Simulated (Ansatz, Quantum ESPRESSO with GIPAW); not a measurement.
# HfO2: NMR parameters from first principles

Aim: the magnetic shielding of every site in HfO2.

Main program and level: Quantum ESPRESSO with GIPAW 8.0dev (patched build); DFT, LDA, plane-wave PAW (pslibrary 1.0.0 recipes), scalar-relativistic, GIPAW; a patched development version of the program.

**1. The starting structure**

The structure is cubic, space group Fm-3m (No. 225). The conventional cell has a = 5.001 Å, b = 5.001 Å, c = 5.001 Å, α = 90.00°, β = 90.00°, γ = 90.00°. Nearest to Hf lie 8 O at 2.17 Å. Nearest to O lie 4 Hf at 2.17 Å. Farther neighbours and most contacts between anions are not listed.

The cell is an entry of the Crystallography Open Database; it need not be the form that is stable at ambient conditions. A first single point, before any relaxation, gave a pressure of -16.5 GPa, which the relaxation of the cell removed.

This structure had its atoms and cell relaxed beforehand (DFT, LDA, plane-wave PAW, default files (PAW set soft_2), scalar-relativistic, Ansatz), starting from the database entry, since shieldings follow bond lengths closely.

**2. Self-consistent run**

GIPAW is a response on top of the ground state, so the wavefunctions come first. Their errors pass straight into the induced current, hence the tight threshold. No empty states are asked for: the response is solved without them. The mesh has a spacing of 0.37 Å⁻¹ at most. The PAW files were made with ld1.x from the pslibrary 1.0.0 recipes, with GIPAW reconstruction switched on.

scf.in reads:

```
&control
  calculation = 'scf'
  prefix = 'x'
  outdir = './tmp/'
  pseudo_dir = './'
/
&system
  ibrav = 0
  nat = 3
  ntyp = 2
  ecutwfc = 55
  ecutrho = 330
  nbnd = 12
/
&electrons
  conv_thr = 1.0d-10
  mixing_beta = 0.7
  electron_maxstep = 100
/
ATOMIC_SPECIES
  Hf 178.490 Hf.lda-spn-kjpaw_psl.1.0.0-gipaw.UPF
  O 15.999 O.lda-n-kjpaw_psl.1.0.0-gipaw.UPF
CELL_PARAMETERS angstrom
  0.00000000 2.50053976 2.50053976
  2.50053976 0.00000000 2.50053976
  2.50053976 2.50053976 -0.00000000
ATOMIC_POSITIONS crystal
  Hf -0.00000000 0.00000000 0.00000000
  O 0.75000000 0.75000000 0.75000000
  O 0.25000000 0.25000000 0.25000000
K_POINTS automatic
  6 6 6 0 0 0
```

On the command line:

```console
> mpirun -np 2 pw.x -nk 2 -in scf.in > scf.out
```

The program printed:

```text
using ibrav=0 with symmetry is DISCOURAGED, use correct ibrav instead

     bravais-lattice index     =            0
     lattice parameter (alat)  =       6.6826  a.u.
     unit-cell volume          =     211.0221 (a.u.)^3
     number of atoms/cell      =            3
     number of atomic types    =            2
     number of electrons       =        24.00
     number of Kohn-Sham states=           12
     kinetic-energy cutoff     =      55.0000  Ry
     charge density cutoff     =     330.0000  Ry
     scf convergence threshold =      1.0E-10
     mixing beta               =       0.7000
     number of iterations used =            8  plain     mixing
     Exchange-correlation= SLA-PZ-NOGX-NOGC
                           (   1   1   0   0   0   0   0)
[...]
Hf               12.00   178.49000     Hf( 1.00)
     O                 6.00    15.99900     O ( 1.00)

     48 Sym. Ops., with inversion, found
[...]
number of k points=    16
[...]
Dense  grid:    21331 G-vectors     FFT dimensions: (  40,  40,  40)

     Smooth grid:    11575 G-vectors     FFT dimensions: (  32,  32,  32)

     Initial potential from superposition of free atoms

     starting charge      23.9984, renormalised to      24.0000
     Starting wfcs are   18 randomized atomic wfcs

     Self-consistent Calculation

     iteration #  1     ecut=    55.00 Ry     beta= 0.70
     Davidson diagonalization with overlap
     ethr =  1.00E-02,  avg # of iterations =  1.0

     total energy              =    -759.62789668 Ry
     estimated scf accuracy    <       1.08564974 Ry

     iteration #  2     ecut=    55.00 Ry     beta= 0.70
     Davidson diagonalization with overlap
     ethr =  4.52E-03,  avg # of iterations =  5.8

     total energy              =    -760.03460661 Ry
     estimated scf accuracy    <       1.21602185 Ry

     iteration #  3     ecut=    55.00 Ry     beta= 0.70
     Davidson diagonalization with overlap
     ethr =  4.52E-03,  avg # of iterations =  2.0

     total energy              =    -759.99072523 Ry
     estimated scf accuracy    <       0.24425549 Ry

[...]
total energy              =    -760.23495430 Ry
[...]
iteration # 30     ecut=    55.00 Ry     beta= 0.70
     Davidson diagonalization with overlap
     ethr =  9.05E-13,  avg # of iterations = 13.1

     total energy              =    -760.23495431 Ry
     estimated scf accuracy    <          4.1E-10 Ry

     iteration # 31     ecut=    55.00 Ry     beta= 0.70
     Davidson diagonalization with overlap
     ethr =  9.05E-13,  avg # of iterations =  4.7

     End of self-consistent calculation
     [one-electron energies left out]

!    total energy              =    -760.23495431 Ry
     total all-electron energy =    -30438.777542 Ry
     estimated scf accuracy    <          9.0E-13 Ry

     The total energy is the sum of the following terms:
     one-electron contribution =     -19.47112290 Ry
     hartree contribution      =      26.95570945 Ry
     xc contribution           =     -56.19641024 Ry
     ewald contribution        =    -137.52976771 Ry
     one-center paw contrib.   =    -573.99336291 Ry

     convergence has been achieved in  31 iterations
[...]
JOB DONE.
```

The job ended after 13 s (2 MPI ranks of Intel Xeon Platinum 8488C (Sapphire Rapids), shared host; peak memory 0.18 GiB).

It converged in 31 cycles to an estimated accuracy of 9e-13 Ry, on 16 irreducible k-points.

**3. Magnetic response**

A uniform field breaks periodicity, so gipaw.x applies it as a wave of small q and takes the limit. It solves for the first-order states, builds the induced current and gets the field at each nucleus by Biot–Savart; the PAW spheres add what the smooth waves miss near the nuclei. pawproj makes the reconstruction use the PAW data sets' own projectors.

nmr.in reads:

```
&inputgipaw
  job = 'nmr'
  prefix = 'x'
  tmp_dir = './tmp/'
  restart_mode = 'from_scratch'
  verbosity = 'low'
  q_gipaw = 0.01
  spline_ps = .true.
  conv_threshold = 1.0d-14
  use_nmr_macroscopic_shape = .true.
  pawproj(1) = .true.
  pawproj(2) = .true.
/
```

On the command line:

```console
> mpirun -np 2 gipaw.x -nk 2 -in nmr.in > nmr.out
```

The program printed:

```text
[banner, memory and clock lines left out]
[a note of our patched build left out]

     Parallelizing q-star over 1 images

     IMPORTANT: XC functional enforced from input :
     Exchange-correlation= PZ
                           (   1   1   0   0   0   0   0)
     Any further DFT definition will be discarded
     Please, verify this is what you really want
[...]
projs nearly linearly dependent: l=0  n1,n2= 1, 2  s=  0.99146992
[...]
alpha_pv=    121.4364 eV

     spline_ps is .false., expect some extrapolation errors

     q-space interpolation up to    66.00 Rydberg

     GIPAW job: nmr
     NMR macroscopic correction: yes
             0.6667          0.0000          0.0000
             0.0000          0.6667          0.0000
             0.0000          0.0000          0.6667
[...]
Computing the magnetic susceptibility     isolve=0    ethr=  0.1000E-13
     Starting from scratch
     k-point #    1 of     8      pool #  1    cpu time:       1.8
[...]
End of magnetic susceptibility calculation

     f-sum rule (1st term):
           -25.0133         -0.0000          0.0000
             0.0000        -25.0133          0.0000
             0.0000          0.0000        -25.0133

     f-sum rule (2nd term):
            -0.4940         -0.0000         -0.0000
            -0.0000         -0.4940         -0.0000
            -0.0000         -0.0000         -0.4940

     f-sum rule (should be   -25.5065):
           -25.5073         -0.0000          0.0000
            -0.0000        -25.5073          0.0000
             0.0000          0.0000        -25.5073

[... susceptibilities left out ...]
     Contributions to the NMR chemical shifts: -------------------------------

     Macroscopic shape contribution in ppm:                    5.16
             5.1605         -0.0000         -0.0000
            -0.0000          5.1605         -0.0000
            -0.0000         -0.0000          5.1605

     Core contribution in ppm:

     Atom  1  Hf  pos: (  0.000000  0.000000  0.000000)  core sigma:        8989.64
     Atom  2  O   pos: (  1.060660  1.060660  1.060660)  core sigma:         269.57
     Atom  3  O   pos: (  0.353553  0.353553  0.353553)  core sigma:         269.57

     Bare contribution in ppm:

     Atom  1  Hf  pos: (  0.000000  0.000000  0.000000)  bare sigma:          36.33
[...]
Atom  2  O   pos: (  1.060660  1.060660  1.060660)  bare sigma:         -47.29
[...]
Atom  3  O   pos: (  0.353553  0.353553  0.353553)  bare sigma:         -47.29
[...]
Diamagnetic contribution in ppm:

     Atom  1  Hf  pos: (  0.000000  0.000000  0.000000)  dia sigma:         -47.07
[...]
Atom  2  O   pos: (  1.060660  1.060660  1.060660)  dia sigma:          18.59
[...]
Atom  3  O   pos: (  0.353553  0.353553  0.353553)  dia sigma:          18.59
[...]
Paramagnetic contribution in ppm:

     Atom  1  Hf  pos: (  0.000000  0.000000  0.000000)  para sigma:       -6538.52
[...]
Atom  2  O   pos: (  1.060660  1.060660  1.060660)  para sigma:        -181.19
[...]
Atom  3  O   pos: (  0.353553  0.353553  0.353553)  para sigma:        -181.19
[...]
Paramagnetic US occ-occ contribution in ppm:

     Atom  1  Hf  pos: (  0.000000  0.000000  0.000000)  para_oo sigma:         -20.09
[...]
Atom  2  O   pos: (  1.060660  1.060660  1.060660)  para_oo sigma:          -0.45
[...]
Atom  3  O   pos: (  0.353553  0.353553  0.353553)  para_oo sigma:          -0.45
[...]
Paramagnetic US L_R Q_R contribution in ppm:

     Atom  1  Hf  pos: (  0.000000  0.000000  0.000000)  para_lq sigma:        2872.84
[...]
Atom  2  O   pos: (  1.060660  1.060660  1.060660)  para_lq sigma:        -210.80
[...]
Atom  3  O   pos: (  0.353553  0.353553  0.353553)  para_lq sigma:        -210.80
[...]
Total NMR chemical shifts in ppm: ---------------------------------------
     (adopting the Simpson convention for anisotropy and asymmetry)-----------

     Atom  1  Hf  pos: (  0.000000  0.000000  0.000000)  Total sigma:        5298.30
          5298.2960         -0.0000         -0.0000
            -0.0000       5298.2960          0.0000
            -0.0000          0.0000       5298.2960

     Hf      1    anisotropy:      0.00    eta:    0.0000
[...]
Atom  2  O   pos: (  1.060660  1.060660  1.060660)  Total sigma:        -146.42
          -146.4157          0.0000         -0.0000
             0.0000       -146.4157         -0.0000
             0.0000          0.0000       -146.4157

     O       2    anisotropy:     -0.00    eta:    0.0000
[...]
Atom  3  O   pos: (  0.353553  0.353553  0.353553)  Total sigma:        -146.42
[... its tensor is left out ...]
```

Elapsed: 58 s, on 2 MPI ranks; peak memory 0.17 GiB; 1.9 min of CPU time.

The f-sum rule is met to 8.0e-4 of 25.5 (0.003 %). Converged shieldings require that this miss be small, but a small miss does not prove them.

From the symmetric part of each tensor, with principal values σ11 ≤ σ22 ≤ σ33: σ_iso is their mean, the span is σ33 − σ11 and the skew 3(σ_iso − σ22)/span. (gipaw.x prints an anisotropy in another convention.)

```csv
site,atom no.,atoms in cell,σ_iso (ppm),span (ppm),skew
Hf,1,1,5293,0,-
O,2,2,-151.6,0.0,-
```

The printed totals hold a macroscopic shape term of 5.2 ppm, which is taken off the shieldings here and below (some reference lines add a sphere's term back, as they say). It is the term of a spherical sample, from the valence susceptibility, a rough estimate, since the susceptibility converges slowly and lacks part of the PAW terms. Differences within the crystal don't depend on it, but shieldings of different compounds can't be compared to better than a few ppm without it.

Hf and O sit on cubic site symmetry, where the tensor must be isotropic.

The quadrupolar nuclei (17O and 177Hf) sit on sites where the field gradient vanishes by symmetry, so they have no quadrupolar coupling.

**4. Sites, surroundings and shifts**

Covalently bonded atoms count as neighbours within 1.18 times the sum of their radii. Otherwise a cation's neighbours lie within 1.2 times its shortest bond (1.3 for large cations, each anion's radius taken off where they differ), and an anion's are the cations that count it.

| site | atom no. | atoms in cell | surroundings | bonds (Å) | σ_iso (ppm) |
| --- | --- | --- | --- | --- | --- |
| Hf | 1 | 1 | HfO8 | 2.166 | 5293 |
| O | 2 | 2 | bound to Hf4 | 2.166 | -151.6 |

**5. Other settings and structures**

Each row names what was changed: another functional shows how far the paramagnetic term hangs on the exchange-correlation form; GIPAW's default projectors test the reconstruction; the other centring of the mesh tests the sampling.

Changes of σ_iso (ppm) against the run above (LDA, cutoffs 55 and 330 Ry, mesh 6×6×6, 2.3 min). Times are CPU times of pw.x and gipaw.x together, on 2 MPI ranks of Intel Xeon Platinum 8488C (Sapphire Rapids), shared host; on a shared host they are rough.

```csv
run,CPU time,f-sum miss,Hf,O
Wu-Cohen,2.9 min,9.0e-4,+69.1,+15.5
BLYP,3 min,5.0e-4,+91.4,+29.9
GIPAW's own projectors,2.4 min,8.0e-4,+4.8,-3.3
mesh shifted,4.4 min,7.0e-4,+1.5,+0.2
```

The largest move is +91.4 ppm, on Hf, from BLYP.

**6. What came out**

| Property | Result |
| --- | --- |
| 17O shielding without shape term | -151.6 ppm |
| 177Hf shielding without shape term | 5293 ppm |

In words: 17O has one site (bound to Hf4), with isotropic shielding -151.6 ppm (shape term left out). A shift needs a reference, δ = σ_ref − σ, fixed on measured compounds; for 17O of this kind at this level too few were at hand, or they scattered too widely about a line, so none is given. A finer mesh and a higher cutoff were not carried through on these files; the other centring of the mesh moves shieldings by 1.5 ppm at most, a guide to the sampling error. The largest change with the functional is 91.4 ppm in absolute shielding; part of that drops out once each functional has its own reference line. Spin-orbit coupling is missing, which matters for Hf and for the light atoms bound to such centres. The scalar-relativistic files are used with non-relativistic response operators, which weighs most on the heavy atoms' own shieldings. This build of gipaw.x prints that it is not audited and that its numbers are no references by themselves. It also reports spline_ps as false although the input sets it; why was not traced.

[Banner, clock, file and message-heading lines were taken out of the pw.x and gipaw.x logs.]

[Logs are printed without paths, hosts, clocks, repeated set-up lines and the standing remarks that a program may print on its own settings, such as how far it seeks lower states.]

[Hosts, paths, dates, database ids (printed as entryN), source tags and the programs' standing remarks are cut or masked in the printed files.]

[Where no reference line passes its bar on scatter, no shift is given, so a measured shift of this compound may stand uncompared.]
